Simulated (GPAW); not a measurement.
# Core-hole calculation of the O K edge in MnO2 (Pnnm), part 2 of 2

Aim: the dependence of the O K near-edge features of MnO2 (Pnnm) on volume.

GPAW 26.7.0; X-ray absorption from dipole matrix elements to empty bands, plane-wave PAW LDA+U.

So far. Step 6 (Spectrum with FCH, O atom 3): Against the first run the r.m.s. difference is 20 %. The highest intensity below 16 eV goes from 15.0 eV (2.31) to 15.4 eV (2.07). Step 8 (Spectrum with FCH, O atom 3): The scaled spectrum changes by 6 % r.m.s. The highest intensity below 16 eV goes from 15.0 eV (2.31) to 15.1 eV (2.24).

## 10. Spectrum with FCH, O atom 3

Changed against the first core-hole run: volume scale from 1 to 1.03.

Input file xas.py:

```python
import numpy as np
from ase import Atoms
from ase.parallel import parprint, paropen
from gpaw import GPAW, PW, FermiDirac, Mixer, MixerDif, setup_paths
from gpaw.test import gen
setup_paths.insert(0, '.')
gen('O', name='fch1s', xcname='LDA', corehole=(1, 0, 1), write_xml=True)
from gpaw.mpi import world
world.barrier()

atoms = Atoms('Mn4O8',
    cell=[[-4.37345575, 0, -2.89082],
     [4.37345575, 0, -2.89082],
     [0, -4.50649686, -2.89082]],
    scaled_positions=[[0.75, 0.25, 0.5],
     [0.25, 0.75, 0.5],
     [0, 0, 0],
     [0.5, 0.5, 0],
     [0.05448516, 0.26847751, 0.17703733],
     [0.55448515, 0.76847752, 0.17703733],
     [0.01847751, 0.30448516, 0.67703733],
     [0.51847752, 0.80448515, 0.67703733],
     [0.98152248, 0.69551485, 0.32296267],
     [0.48152249, 0.19551484, 0.32296267],
     [0.44551485, 0.23152249, 0.82296267],
     [0.94551485, 0.73152248, 0.82296267]],
    magmoms=[4.0, 4.0, -4.0, -4.0, 0.0, 0.0, 0.0, 0.0, 0.0, 0.0, 0.0, 0.0],
    pbc=True)
atoms.calc = calc = GPAW(legacy_gpaw=True, mode=PW(500), xc='LDA', setups={'Mn': ':d,3.9', 4: 'fch1s'},
    kpts={'size': (3, 3, 3), 'gamma': True}, occupations=FermiDirac(0.02),
    charge=0, mixer=MixerDif(0.05, 8, 50), maxiter=150,
    convergence={'density': 0.0001}, txt='scf.txt')
energy = atoms.get_potential_energy() + calc.get_reference_energy()
ef = calc.get_fermi_level()
out = dict(energy=energy, fermi=ef, forces=atoms.get_forces().tolist(), magmoms=atoms.get_magnetic_moments().tolist())
parprint(f'all-electron energy {energy:.4f} eV, Fermi level {ef:.4f} eV')
ev = np.array([[calc.get_eigenvalues(k, s) for k in range(len(calc.get_ibz_k_points()))] for s in range(calc.get_number_of_spins())])
out['homo'], out['lumo'], out['counts'] = ev[ev < ef].max(), ev[ev > ef].min(), sorted(set((ev < ef).sum((0, 2)).tolist()))
out['filled'] = (ev[:, 0] < ef).sum(1).tolist()

from ase.units import Ha
from gpaw.xas import dipole_matrix_elements
nb = int(calc.get_number_of_electrons() / 2) + 91
top, nb = nb, nb + 8 + nb // 12
nscf = calc.fixed_density(kpts={'size': (4, 4, 4), 'gamma': True}, nbands=nb,
    convergence={'bands': top, 'eigenstates': 1e-5}, maxiter=60, txt='nscf.txt')
cell = atoms.cell.array
ops = [cell.T @ U.T @ np.linalg.inv(cell.T) for U in nscf.wfs.kd.symmetry.op_scc]
filled = [54, 54]  # bands filled in the ground state, by spin
E = np.arange(-6, 34, 0.1)
fwhm = np.interp(E, [4, 25], [0.9, 3.5])
Y, X, zero, highest = 0, 0, 1e9, 1e9
for spin in range(nscf.get_number_of_spins()):
    wfs = nscf.wfs
    A = dipole_matrix_elements(wfs.setups[4])
    eps = np.zeros((wfs.kd.nibzkpts, nb))
    d = np.zeros((3, A.shape[1], wfs.kd.nibzkpts, nb), complex)
    for kpt in wfs.kpt_u:
        if kpt.s == spin and 4 in kpt.P_ani:
            eps[kpt.k] = kpt.eps_n * Ha
            d[:, :, kpt.k] = (kpt.weight * wfs.nspins / 2) ** 0.5 * np.inner(A, kpt.P_ani[4])
    world.sum(eps)
    world.sum(d)
    T = np.einsum('amkn,bmkn->abkn', d, d.conj()).real
    T = sum(np.einsum('ai,ijkn,bj->abkn', R, T, R) for R in ops) / len(ops)
    empty = np.ones_like(eps, bool) & (np.arange(nb) >= filled[spin])
    zero, highest = min(zero, eps[empty].min()), min(highest, eps[:, top - 1].min())
    lines = [(eps, T, empty)] if spin == 0 else lines + [(eps, T, empty)]
for eps, T, empty in lines:
    f = np.einsum('aakn->akn', T).reshape(3, -1)
    x = eps.ravel() - zero
    w = np.interp(x, E, fwhm) / 2.35482
    g = np.exp(-0.5 * ((E[:, None] - x) / w) ** 2) / (w * (2 * np.pi) ** 0.5)
    Y = Y + (f * empty.ravel()) @ g.T
    X = X + (f * ~empty.ravel()) @ g.T
out.update(E=E.round(2).tolist(), xas=Y.tolist(), xes=X.tolist(), zero=zero, valid=highest - zero, nk=len(eps), nb=nb)
for i in range(0, len(E), 10):
    parprint(f'{E[i]:7.2f}', *(f'{v:10.3e}' for v in Y[:, i]))
import json
with paropen('out.json', 'w') as f:
    json.dump(out, f)
```

Command:

```sh
> OMP_NUM_THREADS=1 mpirun -n 2 gpaw python xas.py
```

Elapsed: 9.5 min, on 2 MPI ranks of Arm Neoverse V1, shared host; peak memory 0.77 GiB; 19 min of CPU time.

| E (eV) | first run | this run |
| --- | --- | --- |
| -2.0 | 0.00 | 0.00 |
| -1.0 | 0.00 | 0.00 |
| 0.0 | 0.25 | 0.32 |
| 1.0 | 1.56 | 1.54 |
| 2.0 | 0.80 | 0.65 |
| 3.0 | 1.15 | 1.23 |
| 4.0 | 1.71 | 1.68 |
| 5.0 | 0.09 | 0.08 |
| 6.0 | 0.00 | 0.00 |
| 7.0 | 0.00 | 0.00 |
| 8.0 | 0.04 | 0.06 |
| 9.0 | 0.19 | 0.23 |
| 10.0 | 0.59 | 0.67 |
| 11.0 | 1.28 | 1.38 |
| 12.0 | 1.67 | 1.72 |
| 13.0 | 1.69 | 1.75 |
| 14.0 | 2.02 | 2.13 |
| 15.0 | 2.31 | 2.34 |
| 16.0 | 1.93 | 1.81 |
| 17.0 | 1.27 | 1.12 |
| 18.0 | 0.76 | 0.67 |
| 19.0 | 0.49 | 0.45 |
| 20.0 | 0.39 | 0.39 |
| 21.0 | 0.39 | 0.40 |
| 22.0 | 0.43 | 0.45 |
| 23.0 | 0.49 | 0.52 |
| 24.0 | 0.55 | 0.57 |
| 25.0 | 0.60 | 0.60 |
| 26.0 | 0.60 | 0.60 |
| 27.0 | 0.58 | 0.57 |
| 28.0 | 0.56 | 0.56 |
| 29.0 | 0.54 | 0.55 |
| 30.0 | 0.54 | 0.55 |
| 31.0 | 0.54 | 0.56 |
| 32.0 | 0.57 | 0.61 |

Against the first run the r.m.s. difference is 6 %. The highest intensity below 16 eV goes from 15.0 eV (2.31) to 14.8 eV (2.36).

The photon energy of the zero moves by -0.14 eV.

## 11. The volumes side by side

| volume | nearest distance (Å) | shift of the zero (eV) | maximum 1 (eV above own zero) | maximum 2 (eV above own zero) | maximum 3 (eV above own zero) | maximum 4 (eV above own zero) |
| --- | --- | --- | --- | --- | --- | --- |
| 0.91 | 1.821 | +0.44 | 1.2 | 2.4 | 3.9 | 15.4 |
| 0.97 | 1.860 | +0.15 | 1.0 | 2.5 | 3.8 | 15.1 |
| 1 | 1.879 | +0.00 | 0.9 | 2.6 | 3.8 | 15.0 |
| 1.03 | 1.898 | -0.14 | 0.9 | 2.7 | 3.8 | 14.8 |

The curves, each shifted by its zero's change so that they share one photon-energy axis, counted from the zero at V × 1:

| E (eV) | V × 0.91 | V × 0.97 | V × 1 | V × 1.03 |
| --- | --- | --- | --- | --- |
| -2.0 | 0.00 | 0.00 | 0.00 | 0.00 |
| -1.0 | 0.00 | 0.00 | 0.00 | 0.00 |
| 0.0 | 0.02 | 0.11 | 0.25 | 0.51 |
| 1.0 | 0.76 | 1.47 | 1.56 | 1.39 |
| 2.0 | 1.29 | 0.90 | 0.80 | 0.78 |
| 3.0 | 1.34 | 1.16 | 1.15 | 1.26 |
| 4.0 | 1.46 | 1.90 | 1.71 | 1.36 |
| 5.0 | 0.79 | 0.20 | 0.09 | 0.04 |
| 6.0 | 0.03 | 0.00 | 0.00 | 0.00 |
| 7.0 | 0.00 | 0.00 | 0.00 | 0.01 |
| 8.0 | 0.00 | 0.02 | 0.04 | 0.07 |
| 9.0 | 0.05 | 0.13 | 0.19 | 0.28 |
| 10.0 | 0.22 | 0.45 | 0.59 | 0.76 |
| 11.0 | 0.69 | 1.08 | 1.28 | 1.47 |
| 12.0 | 1.35 | 1.60 | 1.67 | 1.72 |
| 13.0 | 1.55 | 1.63 | 1.69 | 1.78 |
| 14.0 | 1.59 | 1.84 | 2.02 | 2.20 |
| 15.0 | 1.90 | 2.21 | 2.31 | 2.30 |
| 16.0 | 2.07 | 2.07 | 1.93 | 1.71 |
| 17.0 | 1.84 | 1.52 | 1.27 | 1.04 |
| 18.0 | 1.44 | 0.95 | 0.76 | 0.62 |
| 19.0 | 0.94 | 0.57 | 0.49 | 0.44 |
| 20.0 | 0.57 | 0.41 | 0.39 | 0.39 |
| 21.0 | 0.40 | 0.38 | 0.39 | 0.41 |
| 22.0 | 0.37 | 0.40 | 0.43 | 0.46 |
| 23.0 | 0.40 | 0.46 | 0.49 | 0.53 |
| 24.0 | 0.45 | 0.52 | 0.55 | 0.58 |
| 25.0 | 0.51 | 0.57 | 0.60 | 0.61 |
| 26.0 | 0.57 | 0.60 | 0.60 | 0.60 |
| 27.0 | 0.61 | 0.60 | 0.58 | 0.57 |
| 28.0 | 0.60 | 0.57 | 0.56 | 0.55 |
| 29.0 | 0.57 | 0.54 | 0.54 | 0.55 |
| 30.0 | 0.54 | 0.53 | 0.54 | 0.55 |
| 31.0 | 0.52 | 0.53 | 0.54 | 0.57 |
| 32.0 | 0.51 | 0.54 | 0.57 | 0.62 |

## 12. What came out

```
absorber and edge                                    : O K, atom 3 of the ground-state input (counted from 1)
surroundings                                         : 2 Mn at 1.88 Å and 1 Mn at 1.90 Å (distorted trigonal planar, site symmetry m)
highest intensity below 16 eV                        : 15.0 eV above the zero, height 2.31
photon energy of the zero (spin-polarised hole, raw) : 523.9 eV (LDA puts this hole about 4 eV below PBE, itself good to a few eV)
```

In words: From V × 0.91 to V × 1.03 the nearest distance grows by 0.077 Å and the zero moves by -0.58 eV. Above their own zero, the maxima move from 1.2 to 0.9 eV, from 2.4 to 2.7 eV, from 3.9 to 3.8 eV and from 15.4 to 14.8 eV. The O K edge of atom 3, with 2 Mn at 1.88 Å and 1 Mn at 1.90 Å (distorted trigonal planar, site symmetry m), has its highest intensity of the first 16 eV at 15.0 eV above the zero, near 539 eV in photon energy (LDA puts this hole about 4 eV below PBE, itself good to a few eV), 2.3 times the mean level of the first 20 eV (Gaussian full width 0.9 eV up to 4 eV, rising linearly to 3.5 eV at 25 eV). At the O K edge of atom 3 polarisation matters most near 16.4 eV, where the curves differ by 1.1 on this scale. The hole lies in one spin channel, while the script sums the empty states of both and takes the lower zero; where the two channels are split, this blurs and shifts the curve. The spins start antiferromagnetically in a simple order, which needn't be the measured one; gap and edge can depend on it. The holes are only 5.2 Å apart, so the shape is probably not converged with cell size; no larger cell was run here. The mesh is coarse (0.37 Å⁻¹ between points), so small maxima may be mesh ripples. The structure is a computed Materials Project entry and may be a hypothetical form.

[Logs are printed without paths, hosts, clocks, repeated set-up lines and the standing remarks that a program may print on its own settings, such as how far it seeks lower states.]

[Hosts, paths, dates, database ids (printed as entryN), source tags and the programs' standing remarks are cut or masked in the printed files.]

[Lists of maxima count a maximum above −3 eV only where it reaches 4 % of the highest in the window and stands out from its surroundings by 2 % of it (1.5 % where it reaches 55 %); shoulders and weaker maxima are passed over, and of the rest the first, up to two pre-edge ones and the few strongest are named.]
